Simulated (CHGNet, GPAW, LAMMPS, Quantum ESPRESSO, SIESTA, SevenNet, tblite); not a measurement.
**How far do other methods lie from plane waves? Amorphous Ge (75 atoms)**

One geometry of amorphous Ge (75 atoms) is solved by several programs and methods. How far do their forces lie from a plane-wave PBE run?

Results are calculated, not measured.

## Step 1: The cell

The cell holds 75 atoms (75 Ge), with edges of 12.12, 12.12 and 12.12 Å. Recipe: 75 atoms (75 Ge) placed at random at 5.08 g/cm³, melted at 3500 K for 10 ps at fixed volume with the Tersoff potential (Tersoff, Phys. Rev. B 39, 5566 (1989)). Quenched from 3500 K to 700 K at 20 K/ps and fixed volume, held 5 ps. The density is 5.08 g/cm³.

## Step 2: The reference input

Quantum ESPRESSO 7.5: Kohn-Sham DFT, PBE, SSSP efficiency 1.3.0 pseudopotentials, plane waves. Its input, pw.in:

```
&control
  calculation = 'scf'
  pseudo_dir = './pseudo'
  outdir = './tmp'
  disk_io = 'none'
  tprnfor = .true.
  tstress = .true.
/
&system
  ibrav = 0
  nat = 75
  ntyp = 1
  ecutwfc = 45
  ecutrho = 360
  nosym = .true.
  occupations = 'smearing'
  smearing = 'fd'
  degauss = 0.003675
/
&electrons
  conv_thr = 3.8e-07
  electron_maxstep = 100
  mixing_beta = 0.2
  mixing_mode = 'local-TF'
  diagonalization = 'david'
/
ATOMIC_SPECIES
Ge 72.630 Ge.upf
CELL_PARAMETERS angstrom
12.12210 0.00000 0.00000
0.00000 12.12210 0.00000
0.00000 0.00000 12.12210
ATOMIC_POSITIONS crystal
Ge 0.78683 0.81265 0.25527
Ge 0.90482 0.23890 0.46518
Ge 0.65585 0.08145 0.91656
Ge 0.84529 0.99315 0.11998
[... 69 atom lines left out ...]
Ge 0.62720 0.34098 0.31356
Ge 0.78090 0.39591 0.47672
K_POINTS gamma
```

```console
$ OMP_NUM_THREADS=1 mpirun -np 4 pw.x -in pw.in > output.txt
```

It took 5.9 min on 4 MPI ranks of Arm Neoverse V2, shared host; peak memory 5.7 GiB; 24 min of CPU time.

It converged with an r.m.s. force component of 0.55 eV/Å and a pressure of 1.7 GPa.

## Step 3: The other programs

- CHGNet: machine-learned potential, published weights.
- GPAW 26.7.0: PAW with atomic orbitals (LCAO), plane waves or a real-space grid of spacing h.
- Quantum ESPRESSO 7.5: plane waves; labels (QE) give functional, pseudopotential set and cutoffs of waves/density.
- SIESTA 5.4.2: numerical atomic orbitals, whose automatically made sets are far from complete, with PseudoDojo norm-conserving potentials that we converted to its format (checked against plane waves on the same files for H, C, O, Si, Ge and Ca alone); labels give functional, basis size, energy shift and mesh cutoff.
- SevenNet: machine-learned potential, published weights.
- tblite 0.8.0: extended tight binding, driven from Python.

All use the same cell and atoms, and the electronic-structure runs the same k-mesh.

## Step 4: Side by side

Differences are against the reference: forces as r.m.s. over components, share as that over the reference's r.m.s. force, slope as the fitted ratio of a run's forces to the reference's.

```tsv
run	Δ force, r.m.s. (meV/Å)	share (%)	slope	Δ pressure (GPa)	cores	CPU time	memory (GiB)
reference	-	-	-	-	4	24 min	5.7
CHGNet r2SCAN potential	451	82.0	0.214	-2.98	1	3.1 s	0.67
GPAW PBE, LCAO dzp, h 0.2 Å	64.3	11.7	1.089	-	1	3.5 min	1.6
GPAW PBE, LCAO dzp, h 0.2 Å, other mixer settings	64.2	11.7	1.089	-	1	4 min	1.5
GPAW PBE, LCAO sz(dzp), h 0.2 Å (coarse)	235	42.8	1.326	-	1	63 s	1.2
GPAW PBE, LCAO szp(dzp), h 0.2 Å (coarse)	169	30.8	1.222	-	1	2.8 min	1.5
GPAW PBE, grid h 0.2 Å	20.9	3.79	1.028	-	4	42 min	5.1
QE PBE, sssp-1.3.0-efficiency, 35/280 Ry (coarse)	2.82	0.512	0.999	-1.17	4	17 min	4.0
SIESTA PBE, DZP, shift 0.005 Ry, mesh 300 Ry	111	20.2	1.125	2.78	2	9.7 min	2.1
SIESTA PBE, DZP, shift 0.01 Ry, mesh 150 Ry (coarse)	130	23.7	1.104	2.65	1	2.9 min	0.79
SIESTA PBE, DZP, shift 0.01 Ry, mesh 300 Ry	125	22.8	1.108	2.17	1	6.3 min	1.5
SIESTA PBE, SZ, shift 0.01 Ry, mesh 300 Ry (coarse)	342	62.1	1.489	5.94	1	94 s	0.75
SIESTA vdW-DF2, PBE potentials, DZP, shift 0.01 Ry, mesh 300 Ry	196	35.7	1.104	7.43	2	15 min	2.5
SevenNet 0 potential	219	39.8	0.709	-0.688	1	6.5 s	0.72
SevenNet l3i5 potential	197	35.9	0.757	-0.718	1	7.9 s	1.0
tblite GFN1-xTB	244	44.3	0.666	0.0967	1	7.4 s	0.15
```

Rows marked coarse were listed beforehand as settings not expected to be converged; some can still land near the reference.

Times of the machine-learned potentials are mostly Python's start and the loading of weights.

CPU time is summed over cores on shared hosts, so it is rough.

## Step 5: What came out

Forces lie from 0.51 % (QE PBE, sssp-1.3.0-efficiency, 35/280 Ry, coarse) to 82 % (CHGNet r2SCAN potential) of the reference's r.m.s. force of 0.55 eV/Å away from it. Other PBE runs on plane waves or a grid: GPAW PBE, grid h 0.2 Å 3.8 % of the r.m.s. force; the reference has errors of its own, so differences under a few per cent don't tell which side is nearer the exact PBE result. The PBE runs in local orbitals, coarse settings apart, differ by 12 % (GPAW PBE, LCAO dzp, h 0.2 Å, other mixer settings) to 23 % (SIESTA PBE, DZP, shift 0.01 Ry, mesh 300 Ry); basis, grid and potentials can all enter. Tight binding differs by 44 % (tblite GFN1-xTB); it is another model, with fitted parameters of its own, and the xTB methods hold dispersion.

Machine-learned potentials differ by 36 % (SevenNet l3i5 potential) to 82 % (CHGNet r2SCAN potential); they were trained on other programs' data, some at another functional. The reference samples few k-points for this cell, and its sampling error, which other DFT runs on the same mesh share, can be part of so large a difference. Among those trained on PBE data the slope goes as low as 0.71, which softening far from their training structures can give, though the reference's k-sampling is untested too. Rows with another functional or a dispersion term differ by 36 % (SIESTA vdW-DF2, PBE potentials, DZP, shift 0.01 Ry, mesh 300 Ry), which mixes the change of model with differences of basis and potentials, some of them made for another functional. Runs with settings chosen to be coarse differ by 0.51 % (QE PBE, sssp-1.3.0-efficiency, 35/280 Ry) to 62 % (SIESTA PBE, SZ, shift 0.01 Ry, mesh 300 Ry), their programs' other errors included. SIESTA PBE, SZ, shift 0.01 Ry, mesh 300 Ry stiffens the forces by a factor of 1.49 while following their directions (correlation 0.968); the slopes of the 5 SIESTA runs lie between 1.10 and 1.49. From SIESTA PBE, DZP, shift 0.01 Ry, mesh 150 Ry to the finer SIESTA PBE, DZP, shift 0.01 Ry, mesh 300 Ry the share goes from 23.7 to 22.8 %, so the grid isn't what parts these runs from the reference. Pressures at PBE, coarse settings apart, lie +2.17 to +2.78 GPa from the reference's.

Caveats: Periodic xTB results under one method name differ between programs and library versions. The potentials hold different valence shells: 1050 electrons in the reference, 300 in GPAW; this bears on time and differences. GPAW's setups keep the filled d shell of Ge in the core. The reference's pressure holds the uncorrected Pulay stress of its 45 Ry basis, so small pressure differences may be the reference's own error. Machine-learned potentials mimic data converged in k, so the reference's own k-point error enters their differences. The quench rate of 20 K/ps is many orders above laboratory rates, so the cell is likely richer in defects and strain than a real sample. The network of bonds at the start is that of the classical potential that made the cell, and needn't be the one that DFT or experiment would give. The electronic-structure runs sample only Γ, in a cell whose shortest periodic width is 12 Å, which is coarse for a cell with partly filled levels. Spin–orbit coupling is left out. Where levels are smeared, the DFT runs use Fermi–Dirac occupations at 580 K (0.05 eV), and energies are free energies. The reference's cutoffs and mesh weren't converged further here.

[Logs are printed without paths, hosts, clocks, repeated set-up lines and the standing remarks that a program may print on its own settings, such as how far it seeks lower states.]

[Hosts, paths, dates, database ids (printed as entryN), source tags and the programs' standing remarks are cut or masked in the printed files.]

[Cells were taken only where this reference lay near another plane-wave run.]
